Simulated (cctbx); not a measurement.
**Solving a structure by charge flipping**

Cell a = 4.6110 Å, b = 10.0090 Å, c = 7.3880 Å, α = 90.00°, β = 90.00°, γ = 90.00°; space group Cmce (no. 64); content Pt4 Lu8 Co8.

The data are simulated with cctbx, not measured: Mo Kα, λ = 0.71073 Å, to d = 0.77 Å, 80 % of the full sphere, strongest reflection 20000 counts, noise from counting, a 3 % proportional error and a noise floor of 8 counts (s.d.); no absorption.

Charge flipping in P1 on normalised amplitudes to 0.9 Å, δ = 1.1 σ, 10 % of the reflections treated as weak, 300 cycles:

```text
cycle      R  skewness
    0  0.610     0.05
   25  0.484     2.03
   50  0.433     1.94
   75  0.426     1.99
  100  0.431     2.04
  125  0.440     2.21
  150  0.439     2.16
  175  0.470     2.06
  200  0.447     2.38
  225  0.451     2.30
  250  0.457     2.21
  275  0.458     2.38
origin shift          correlation  skewness
-0.020  0.398  0.001      0.826      1.40
 0.335  0.401 -0.005      0.833      0.41
 0.335  0.406  0.157      0.833      0.93
 0.330  0.074  0.009      0.830      1.11
taken: symmetry correlation 0.826, skewness 1.40
peak      x       y       z  mult  height/sigma
Q1    0.0000  0.0000  0.0000    4      5.8
Q2    0.0000  0.1484  0.4136    8      5.6
Q3    0.2500  0.0716  0.7500    8      2.8
Q4    0.0000  0.1936  0.1496    8      2.6
Q5    0.0000  0.2376  0.0017    8      2.5
Q6    0.2547  0.2391  0.1112   16      2.1
Q7    0.0000  0.2226  0.8573    8      1.8
Q8    0.0000  0.1046  0.2442    8      1.5
```

The origin is taken among those within 0.04 of the best correlation, by the skewness of the map.

It took 0.52 s on 1 thread of Arm Neoverse N1, with other jobs on the host, peak memory 0.07 GiB.

**Question.** Which peaks are atoms, and which elements?

Heights go roughly as Z and multiplicities must add up to the content. First model: Q1 = Pt1 (4 in the cell, height 5.8), Q2 = Lu1 (8 in the cell, height 5.6) and Q3 = Co1 (8 in the cell, height 2.8). Against the true structure, Q1 is Pt, Q2 is Lu and Q3 is Co; the other peaks are not atoms.

Least squares on F², isotropic:

```text
Rint 0.027, 215 unique reflections to 0.77 A
cycle     R1     wR2    GooF  max shift (A)
   1  0.1831  0.4413  21.180   0.05950
   2  0.0257  0.0741   3.556   0.00011
final R1 0.0257 wR2 0.0741 GooF 3.556  parameters 6  data/parameter 35.8
atom        x        y        z      Ueq    occ   su(xyz)  su(Uiso or U11)
Pt1    0.00000  0.00000  0.00000   0.0071  1.000  0.00000  0.0003
Lu1    0.00000  0.15432  0.41287   0.0073  1.000  0.00011  0.0003
Co1    0.25000  0.07098  0.75000   0.0123  1.000  0.00029  0.0006
difference map: max 7.89 min -7.66 rms 0.65
Q1    0.0000  0.0272  0.0550    8    8.53  0.49 A from Pt1
Q2    0.0000  0.1550  0.4119    8    2.37  0.01 A from Lu1
Q3    0.2500  0.1157  0.7500    8    1.70  0.45 A from Co1
Q4    0.2500  0.0416  0.7500    8    1.67  0.29 A from Co1
Q5    0.0000  0.0854  0.7735    8    1.45  1.17 A from Co1
```

Anisotropic refinement:

```text
Rint 0.027, 215 unique reflections to 0.77 A
cycle     R1     wR2    GooF  max shift (A)
   1  0.0258  0.0741   3.636   0.00186
   2  0.0082  0.0175   0.859   0.00000
final R1 0.0082 wR2 0.0175 GooF 0.859  parameters 15  data/parameter 14.3
atom        x        y        z      Ueq    occ   su(xyz)  su(Uiso or U11)
Pt1    0.00000  0.00000  0.00000   0.0070  1.000  0.00000  0.0001
Lu1    0.00000  0.15432  0.41290   0.0069  1.000  0.00003  0.0001
Co1    0.25000  0.07117  0.75000   0.0109  1.000  0.00007  0.0003
difference map: max 0.57 min -0.95 rms 0.19
Q1    0.2381  0.0889  0.0182   16    0.59  1.42 A from Pt1
Q2    0.0000  0.1191  0.6654    8    0.59  1.40 A from Co1
Q3    0.2019  0.1904  0.1077   16    0.56  1.43 A from Lu1
Q4    0.1543  0.2088  0.6816   16    0.52  1.53 A from Co1
Q5    0.0000  0.1118  0.4756    8    0.50  0.63 A from Lu1
Q6    0.0000  0.2212  0.0092    8    0.50  1.43 A from Lu1
```

**Reading.** The refinement ends at R1 = 0.0082, wR2 = 0.0175, GooF = 0.86, with difference density between -0.95 and 0.57 e/Å³. Every site matches the true model in element, within 0.001 Å r.m.s., up to an allowed shift of origin.

True model:

| atom | mult. | x | y | z | Ueq (Å²) |
| --- | --- | --- | --- | --- | --- |
| Pt1 | 4 | 1/2 | 0 | 1/2 | 0.0072 |
| Lu1 | 8 | 0 | 0.3457 | 0.0871 | 0.0070 |
| Co1 | 8 | 3/4 | 0.0712 | 1/4 | 0.0111 |

This is a model crystal, built by substitution and not relaxed, with assumed displacement parameters.

[Middle refinement cycles are left out of these outputs.]

[Logs are printed without paths, hosts, clocks, repeated set-up lines and the standing remarks that a program may print on its own settings, such as how far it seeks lower states.]
